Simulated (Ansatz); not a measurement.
# SrNbO3 (cubic perovskite) (Pm-3m): how robust is the cRPA U?, part 2 of 2

Aim: hold the target of a cRPA run on SrNbO3 (cubic perovskite) (Pm-3m) and move one thing at a time.

Ansatz 0.2.0; constrained RPA on LDA, plane waves, PAW.

So far. Step 6 (Changed: accuracy low): On the Nb t2g shell, screening brings the on-site interaction from 10.6 eV down to U = 2.91 eV. Step 8 (Changed: volume +6 %): On the Nb t2g shell, screening brings the on-site interaction from 10.8 eV down to U = 2.97 eV.

### 9. Changed: potentials

The input, input.yaml:

```yaml
crystal:
  lattice:
    - [0.0, -3.98521224, 0.0]
    - [0.0, 0.0, 3.98521224]
    - [-3.98521224, 0.0, 0.0]
  atoms:
    - { symbol: Sr, position: [0.0, 0.0, 0.0] }
    - { symbol: Nb, position: [0.5, 0.5, 0.5] }
    - { symbol: O, position: [0.5, 0.5, 0.0] }
    - { symbol: O, position: [0.5, 0.0, 0.5] }
    - { symbol: O, position: [0.0, 0.5, 0.5] }
kpoints:
  mp_grid: { grid: [6, 6, 6] }
hamiltonian:
  xc: lda
  pseudopotentials: { kind: paw, source: ansatz }
scf:
  occupations: { method: gaussian, width: 0.08 }
  n_extra_bands: 19
  max_iter: 150
  lower_state_search: "off"
output:
  crpa:
    kmesh: [6, 6, 6]
    target_bands: [v1, c2]
    projections: [{ species: Nb, l: d, shell: 4, orbitals: [dxz, dyz, dxy] }]
```

The run is started by

```
ansatz run input.yaml --threads 4 --pin off --max-ram 14745MiB --backend cpu --events-out ev --progress --plain --runs-dir out
```

Numbers of over 12 decimals in the logs are rounded to 6 here.

The log of the run:

```text
[...]
Crystal: 5 atoms, lattice volume = 63.293 Å³
Basis set: ecut = 930 eV, 4067 PW (Γ)
Bands: 40, of which v1, the nominal top of the filled ones, is band 21 counted from 1 (20 counted from 0)
Symmetry: 48 space group operations
[...]
k-points: 20 of 216
[...]
k-point 19: bands = [... 17 lower, 10.1358, 10.1358, 10.1358, 16.7498, 16.7498, 16.7498, 16.8163, 16.8163, ... 15 higher]
[...]
χ-basis size per q: N_G = 208..251
[...]
Site 1, 4D, 3 of 5 d orbitals (Wannier functions 1, 2, 3; wannier90's mr 2, 3, 5):
      screened: U = 2.9212 eV, U' = 2.3887 eV, J = 0.2694 eV
      screened, to within: U = 3.5e-3 eV, U' = 3.5e-3 eV, J = 4.7e-4 eV
      bare: V = 10.5641 eV, V' = 9.7832 eV, J = 0.3732 eV
[...]
[key lines of the parts left out:]
SCF converged after 7 iterations
Free energy (F): -9568.361660 eV
Fermi energy:    13.784089 eV
```

Wall time 7.2 min (4 threads of Arm Neoverse V1, shared host); peak memory 1.5 GiB.

This step gave:

```yaml
u: 2.921 eV
u_prime_inter_orbital: 2.389 eV
j: 0.2694 eV
bare_v: 10.56 eV
bare_j: 0.3732 eV
stated_bound_on_u: 0.003498 eV
u_over_bare_v: 0.2765
electrons_in_the_window: 1.0000
head_of_the_constrained_inverse_dielectric_matrix: 0.2190
least_eigenvalue_of_the_projection_s_overlap: 0.4929
target_functions: 3
bands_in_the_sums: 46
width_of_the_target_bands: 4.186 eV
weight_of_the_projected_orbitals_in_the_window: 0.7051
```

On the Nb t2g shell, screening brings the on-site interaction from 10.6 eV down to U = 2.92 eV.

### 10. Changed: volume +3 %

The cell differs from the one that the last finished run ended in (a 3.985 → 4.025 Å, b 3.985 → 4.025 Å, c 3.985 → 4.025 Å).

input.yaml, as its differences from that of step 9:

```diff
@@ -2,5 +2,5 @@
   lattice:
-    - [0.0, -3.98521224, 0.0]
-    - [0.0, 0.0, 3.98521224]
-    - [-3.98521224, 0.0, 0.0]
+    - [0.0, -4.0246723532, 0.0]
+    - [0.0, 0.0, 4.0246723532]
+    - [-4.0246723532, 0.0, 0.0]
   atoms:
@@ -15,3 +15,2 @@
   xc: lda
-  pseudopotentials: { kind: paw, source: ansatz }
 scf:
@@ -26 +25,6 @@
     projections: [{ species: Nb, l: d, shell: 4, orbitals: [dxz, dyz, dxy] }]
+  local_orbitals:
+    kmesh: [6, 6, 6]
+    orbitals: [{ species: Nb, l: d, shell: 4, orbitals: [dxz, dyz, dxy] }]
+    window: { bands: [v1, c2] }
+    seedname: lo
```

The log of the run:

```text
[...]
Crystal: 5 atoms, lattice volume = 65.192 Å³
Basis set: ecut = 420 eV, 1309 PW (Γ)
Bands: 40, of which v1, the nominal top of the filled ones, is band 21 counted from 1 (20 counted from 0)
Symmetry: 48 space group operations
[...]
k-points: 20 of 216
[...]
k-point 19: bands = [... 17 lower, 9.6674, 9.6674, 9.6674, 16.0301, 16.0301, 16.0301, 16.2382, 16.2382, ... 15 higher]
[...]
χ-basis size per q: N_G = 208..251
[...]
Site 1, 4D, 3 of 5 d orbitals (Wannier functions 1, 2, 3; wannier90's mr 2, 3, 5):
      screened: U = 2.9486 eV, U' = 2.4033 eV, J = 0.2740 eV
      screened, to within: U = 3.8e-3 eV, U' = 3.8e-3 eV, J = 4.4e-4 eV
      bare: V = 10.6815 eV, V' = 9.8841 eV, J = 0.3790 eV
[...]
[key lines of the parts left out:]
SCF converged after 7 iterations
Free energy (F): -9560.012248 eV
Fermi energy:    13.223818 eV
```

Run time: 2.2 min. Hardware: 4 threads; peak memory 0.75 GiB.

This step gave:

- U: 2.949 eV
- U prime (inter-orbital): 2.403 eV
- J: 0.2740 eV
- bare V: 10.68 eV
- bare J: 0.3790 eV
- stated bound on U: 0.003740 eV
- U over bare V: 0.2760
- electrons in the window: 1.0000
- head of the constrained inverse dielectric matrix: 0.2193
- least eigenvalue of the projection's overlap: 0.5134
- target functions: 3
- bands in the sums: 46
- r.m.s. miss of the model bands: 0.01661 eV
- width of the target bands: 3.974 eV
- weight of the projected orbitals in the window: 0.7136

On the Nb t2g shell, screening brings the on-site interaction from 10.7 eV down to U = 2.95 eV.

### 11. Changed: potentials

This step: constrained RPA on LDA, plane waves, norm-conserving pseudopotentials.

input.yaml, the sections that differ from step 10:

```yaml
crystal:
  lattice:
    - [0.0, -3.98521224, 0.0]
    - [0.0, 0.0, 3.98521224]
    - [-3.98521224, 0.0, 0.0]
  atoms:
    - { symbol: Sr, position: [0.0, 0.0, 0.0] }
    - { symbol: Nb, position: [0.5, 0.5, 0.5] }
    - { symbol: O, position: [0.5, 0.5, 0.0] }
    - { symbol: O, position: [0.5, 0.0, 0.5] }
    - { symbol: O, position: [0.0, 0.5, 0.5] }
hamiltonian:
  xc: lda
  pseudopotentials: { kind: nc }
output:
  crpa:
    kmesh: [6, 6, 6]
    target_bands: [v1, c2]
    projections: [{ species: Nb, l: d, shell: 4, orbitals: [dxz, dyz, dxy] }]
# kpoints, scf: as in step 10
```

The log of the run:

```text
[...]
Crystal: 5 atoms, lattice volume = 63.293 Å³
Basis set: ecut = 1142.878222 eV, 5497 PW (Γ)
Bands: 40, of which v1, the nominal top of the filled ones, is band 21 counted from 1 (20 counted from 0)
Symmetry: 48 space group operations
[...]
k-points: 20 of 216
[...]
k-point 19: bands = [... 17 lower, 10.1862, 10.1862, 10.1862, 16.7992, 16.7992, 16.7992, 16.8940, 16.8940, ... 15 higher]
[...]
χ-basis size per q: N_G = 208..251
[...]
Site 1, 4D, 3 of 5 d orbitals (Wannier functions 1, 2, 3; wannier90's mr 2, 3, 5):
      screened: U = 2.9384 eV, U' = 2.4038 eV, J = 0.2704 eV
      screened, to within: U = 4.2e-3 eV, U' = 4.2e-3 eV, J = 6.5e-4 eV
      bare: V = 10.5938 eV, V' = 9.8102 eV, J = 0.3744 eV
[...]
[key lines of the parts left out:]
SCF converged after 8 iterations
Free energy (F): -3985.082651 eV
Fermi energy:    13.845141 eV
```

It took 10 min on 4 threads; peak memory 1.8 GiB.

Numbers from this step:

```
U                                                 : 2.938 eV
U prime (inter-orbital)                           : 2.404 eV
J                                                 : 0.2704 eV
bare V                                            : 10.59 eV
bare J                                            : 0.3744 eV
stated bound on U                                 : 0.004101 eV
U over bare V                                     : 0.2774
electrons in the window                           : 1.0000
head of the constrained inverse dielectric matrix : 0.2200
least eigenvalue of the projection's overlap      : 0.4944
target functions                                  : 3
bands in the sums                                 : 46
width of the target bands                         : 4.173 eV
weight of the projected orbitals in the window    : 0.7067
```

On the Nb t2g shell, screening brings the on-site interaction from 10.6 eV down to U = 2.94 eV.

### 12. Side by side

Times are wall times on 4 threads of Arm Neoverse V1, shared host, good to a factor of about two.

```
          run  bare V (eV)  U (eV)  J (eV)  bound on U (eV)  width (eV)     time
target window        10.57   2.924   0.270           0.0036        4.17  2.2 min
   4×4×4 mesh        10.70   2.940   0.273           0.0036        4.17     24 s
   2×2×2 mesh        11.72   3.315   0.306           0.0042        4.17      5 s
 accuracy low        10.57   2.914   0.269           0.0455        4.17     63 s
  volume +6 %        10.78   2.966   0.278           0.0038        3.79  2.8 min
   potentials        10.56   2.921   0.269           0.0035        4.19  7.2 min
  volume +3 %        10.68   2.949   0.274           0.0037        3.97  2.2 min
   potentials        10.59   2.938   0.270           0.0041        4.17   10 min
```

### 13. Summary of results

```yaml
target_window: U 2.92 eV, J 0.27 eV
4x4x4_mesh: U 2.94 eV, J 0.27 eV
2x2x2_mesh: U 3.31 eV, J 0.31 eV
accuracy_low: U 2.91 eV, J 0.27 eV
volume_plus_6: U 2.97 eV, J 0.28 eV
potentials: U 2.92 eV, J 0.27 eV
volume_plus_3: U 2.95 eV, J 0.27 eV
potentials: U 2.94 eV, J 0.27 eV
```

4×4×4 mesh moves U by +0.02 eV at 0.18 times the time. 2×2×2 mesh moves U by +0.39 eV at 0.038 times the time. Accuracy low moves U by −0.01 eV (within the solver's bounds, for the mean over orbitals) at 0.48 times the time. Volume +6 % moves U by +0.04 eV. Potentials moves U by −0.003 eV (within the solver's bounds, for the mean over orbitals) at 3.3 times the time. Volume +3 % moves U by +0.02 eV. Potentials moves U by +0.01 eV at 4.6 times the time. The printed bound covers the solver alone, not the mesh, and no denser mesh than the base was run. The parent state is non-magnetic and the interaction static (zero frequency); U depends on the window and the orbitals, so it belongs to this model alone.

[Paths, hosts, dates, memory and timing lines, banners, echoed tables and standing remarks are left out of the program output.]

[Logs are printed without paths, hosts, clocks, repeated set-up lines and the standing remarks that a program may print on its own settings, such as how far it seeks lower states.]

[Runs of the session that timed out or met a known fault of the program may be left out.]

[Hosts, paths, dates, database ids (printed as entryN), source tags and the programs' standing remarks are cut or masked in the printed files.]
